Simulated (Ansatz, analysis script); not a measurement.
# Energy of spin spirals in a free-standing triangular Ni monolayer, spacing 2.778 Å

Wanted: E(q) and the moments of a free-standing triangular Ni monolayer, spacing 2.778 Å along a path through the zone.

Program: Ansatz 0.2.0. Level of theory: PBEsol, PAW set soft_1 (files made for PBE). Results are calculated unless marked as measured.

This is a report of a sequence of runs, with most program output left out.

## 1. The structure

The cell holds 1 atom: 1 Ni. Its edges and angles: a = 2.778 Å, b = 2.778 Å, c = 14.000 Å, α = 90.0°, β = 90.0°, γ = 120.0°. An idealised lattice of chosen spacing, in vacuum. Vacuum lies along c.

## 2. Starting state

The work starts on two spin channels, which tell the size of the moments.

Input file input.yaml:

```yaml
crystal:
  lattice:
    - [2.778, 0.0, 0.0]
    - [-1.389, 2.405819, 0.0]
    - [0.0, 0.0, 14.0]
  atoms:
    - { symbol: Ni, position: [0.0, 0.0, 0.5], spin: 1.0 }
magnetization:
  spin_polarized: true
kpoints:
  mp_grid: { grid: [9, 9, 1] }
hamiltonian:
  xc: pbesol
  pseudopotentials: { kind: paw, azcp: { folder: soft_1 }, xc_functional: pbe }
scf:
  occupations: { method: fermi_dirac, width: 0.1 }
  max_iter: 120
  convergence: { dr2_threshold: 1.0e-08 }
  lower_state_search: "off"
```

The run is started by

```bash
ansatz run input.yaml --threads 4 --pin off --max-ram 8192MiB --backend cpu --events-out ev --progress --plain --runs-dir out
```

Run time: 0.75 s. Hardware: 4 threads of Arm Neoverse V2, shared host; peak memory 0.34 GiB.

Spin moment in the atom's sphere by atom:

```csv
atom,spin moment in the atom's sphere (μB)
Ni1,0.978
```

The run ends ferromagnetic, with a net moment of 0.913 μB a cell. With one Ni atom carrying the moment, parallel order of its images is forced by the cell, not found.

## 3. Denser mesh

Levels at the Fermi energy are partly filled, so moments and energy differences can hang on the k-mesh, and the state is solved again on a denser one.

input.yaml, the sections that differ from step 2:

```yaml
crystal:
  lattice:
    - [2.778, 0.0, 0.0]
    - [-1.389, 2.405819, 0.0]
    - [0.0, 0.0, 14.0]
  atoms:
    - { symbol: Ni, position: [0.0, 0.0, 0.5], spin: 0.98 }
kpoints:
  mp_grid: { grid: [22, 22, 1] }
basis:
  ecutwfc: 420.0
checkpoint:
  read: start
  write: ck
  compress: false
  write_wavefunctions: false
  write_every: 100000
# magnetization, hamiltonian, scf: as in step 2
```

Wall time 1.7 s (4 threads); peak memory 0.43 GiB; 5.8 s of CPU time.

Spin moment in the atom's sphere by atom:

```csv
atom,spin moment in the atom's sphere (μB)
Ni1,0.976
```

The run ends ferromagnetic, with a net moment of 0.922 μB a cell, against 0.913 μB on the first mesh.

Each spiral starts from these moments, tilted 90° from the rotation axis z (a flat spiral); sizes are free, while the program holds flat spirals in their plane. Spin–orbit coupling is switched off, so the energy does not depend on how the axis lies in the crystal. The folder named start holds the saved collinear state, from which each run begins.

The runs on spinors take the mesh 24×24×1.

## 4. q = (0, 0, 0)

The reference is the same input at q = 0, so that basis and exchange-correlation form match those at other q. Every q is chosen so that q/2 is a mesh vector: every spiral then samples the k-points of q = 0, and much mesh noise cancels.

input.yaml, the sections that differ from step 3:

```yaml
crystal:
  lattice:
    - [2.778, 0.0, 0.0]
    - [-1.389, 2.405819, 0.0]
    - [0.0, 0.0, 14.0]
  atoms:
    - { symbol: Ni, position: [0.0, 0.0, 0.5], spin: 0.98, spin_axis: [1.0, 0.0, 0.0] }
kpoints:
  mp_grid: { grid: [24, 24, 1] }
magnetization:
  noncollinear: true
  spin_spiral: { q: [0.0, 0.0, 0.0] }
checkpoint:
  read: start
# hamiltonian, scf, basis: as in step 3
```

The run is started by

```bash
ansatz run input.yaml --threads 1 --pin off --max-ram 2048MiB --backend cpu --events-out ev --progress --plain --runs-dir out
```

Elapsed: 17 s, on 1 thread; peak memory 0.57 GiB.

The largest moment is 0.984 μB, against 0.976 μB in the collinear run.

## 5. q = (0.083, 0.083, 0)

Only q changes. The cell stays that of the crystal, since the generalised Bloch theorem carries the rotation from cell to cell.

Changes to input.yaml since step 4:

```diff
@@ -21,3 +21,3 @@
   noncollinear: true
-  spin_spiral: { q: [0.0, 0.0, 0.0] }
+  spin_spiral: { q: [0.08333333, 0.08333333, 0.0] }
 checkpoint:
```

It took 2 min on 1 thread; peak memory 0.93 GiB.

The energy of the cell lies 19.1 meV above that at q = 0, and the largest moment is 0.961 μB against 0.984 μB.

## 6. q = (0.167, 0, 0)

Changes to input.yaml since step 5:

```diff
@@ -21,3 +21,3 @@
   noncollinear: true
-  spin_spiral: { q: [0.08333333, 0.08333333, 0.0] }
+  spin_spiral: { q: [0.16666667, 0.0, 0.0] }
 checkpoint:
```

It took 83 s on 1 thread; peak memory 0.92 GiB.

The energy of the cell lies 24.2 meV above that at q = 0, and the largest moment is 0.953 μB against 0.984 μB.

## 7. q = (0.333, 0, 0)

Changes to input.yaml since step 6:

```diff
@@ -21,3 +21,3 @@
   noncollinear: true
-  spin_spiral: { q: [0.16666667, 0.0, 0.0] }
+  spin_spiral: { q: [0.33333333, 0.0, 0.0] }
 checkpoint:
```

Wall time 1.7 min (1 thread); peak memory 0.94 GiB.

The energy of the cell lies 60.9 meV above that at q = 0, and the largest moment is 0.847 μB against 0.984 μB.

## 8. q = (0.5, 0, 0)

Changes to input.yaml since step 7:

```diff
@@ -21,3 +21,3 @@
   noncollinear: true
-  spin_spiral: { q: [0.33333333, 0.0, 0.0] }
+  spin_spiral: { q: [0.5, 0.0, 0.0] }
 checkpoint:
```

It took 2 min on 1 thread; peak memory 0.96 GiB.

The energy of the cell lies 70.7 meV above that at q = 0, and the largest moment is 0.803 μB against 0.984 μB.

3 more runs differ from these in the same keys alone and are tabled below.

## 9. A run with settings changed

A test of how the program answers to a changed input.

input.yaml, the sections that differ from step 8:

```yaml
crystal:
  lattice:
    - [2.778, 0.0, 0.0]
    - [-1.389, 2.405819, 0.0]
    - [0.0, 0.0, 14.0]
  atoms:
    - { symbol: Ni, position: [0.0, 0.0, 0.5], spin: 0.98, spin_axis: [0, 0, 1] }
scf:
  occupations: { method: fermi_dirac, width: 0.1 }
  max_iter: 50
  convergence: { dr2_threshold: 1.0e-08 }
  lower_state_search: "off"
# kpoints, hamiltonian, basis, magnetization: as in step 8
# checkpoint: removed
```

The run is started by

```bash
ansatz run input.yaml --threads 4 --pin off --max-ram 8192MiB --backend cpu --events-out ev --progress --plain --runs-dir out
```

Run time: 0.02 s. Hardware: 4 threads; peak memory 0.044 GiB.

The program refused the input before any cycle.

The program's message: “Error: inconsistent input (magnetization.spin_spiral, crystal.atoms[].spin_axis): no atom starts with a moment across z, which is what a spiral turns (a moment without a spin_axis starts along z); typ …”

The change that led to it: crystal = "atoms' starts".

## 10. Side runs that gave no result

| changed | outcome |
| --- | --- |
| crystal.lattice | cut off at the time limit |

## 11. Analysis

```csv
q (reciprocal lattice),path length (1/Å),E(q) − E(0) (meV a magnetic atom),|m| Ni no. 1 (μB)
"(0, 0, 0)",0.000,0.00,0.98
"(0.167, 0, 0)",0.435,24.16,0.95
"(0.333, 0, 0)",0.871,60.92,0.85
"(0.5, 0, 0)",1.306,70.73,0.80
"(0.417, 0.167, 0)",1.683,74.79,0.79
"(0.333, 0.333, 0)",2.060,72.74,0.82
"(0.25, 0.25, 0)",2.437,71.51,0.83
"(0.083, 0.083, 0)",3.191,19.14,0.96
"(0, 0, 0)",3.568,0.00,0.98
```

## 12. Exchange couplings from E(q)

For rigid moments E(q) is a sum of cosines over neighbour shells, so a fit gives the couplings, and from them an ordering temperature.

E = −Σ J e·e over ordered pairs (each pair twice, J > 0 for parallel moments) is fitted to 7 points (copies by symmetry counted).

The fitted shells:

```csv
pair,distance (Å),neighbours a magnetic atom,J (meV)
Ni-Ni,2.778,6,7.803
Ni-Ni,4.812,6,1.351
Ni-Ni,5.556,6,0.6017
Ni-Ni,7.35,12,-0.1137
```

This step gave:

* r.m.s. miss of the fit: 0.8572 meV
* ordering temperature, mean field: 442.3 K
* wavevector of the mean-field order: 0, 0, 0 reciprocal lattice

## 13. Results

```json
{
 "lowest point of the path": "q = 0",
 "highest point": "74.8 meV a magnetic atom",
 "J of the nearest shell": "7.80 meV",
 "mean-field temperature": "442 K"
}
```

In words: No spiral that was run lies below the ferromagnetic state at q = 0, and winding the moments costs up to 74.8 meV a magnetic atom. The moments change by at most 20 % from their size at q = 0, a modest change. The fit misses by 1.1 % of the energy range, so the shells describe the path well, though few points can't fix distant couplings. In a sheet or chain isotropic couplings alone give no order above 0 K (Mermin and Wagner), so the mean-field number is only an energy scale. The temperatures are those of classical unit spins, and mean field runs high. The 8 spiral runs took 16 min of wall time, added up. Energies are free energies at a smearing of 0.1 eV, and with partly filled levels differences shift, at times strongly, as the smearing goes to zero. The cell was taken as built, with atoms unrelaxed. In doubt: the program's search for lower states was switched off, so a lower magnetic state than those reached may exist.

[Logs and program files are shortened in this print: banners, set-up blocks, solver, clock and traceback lines can be left out without a mark of their own.]

[Logs are printed without paths, hosts, clocks, repeated set-up lines and the standing remarks that a program may print on its own settings, such as how far it seeks lower states.]

[Hosts, paths, dates, database ids (printed as entryN), source tags and the programs' standing remarks are cut or masked in the printed files.]
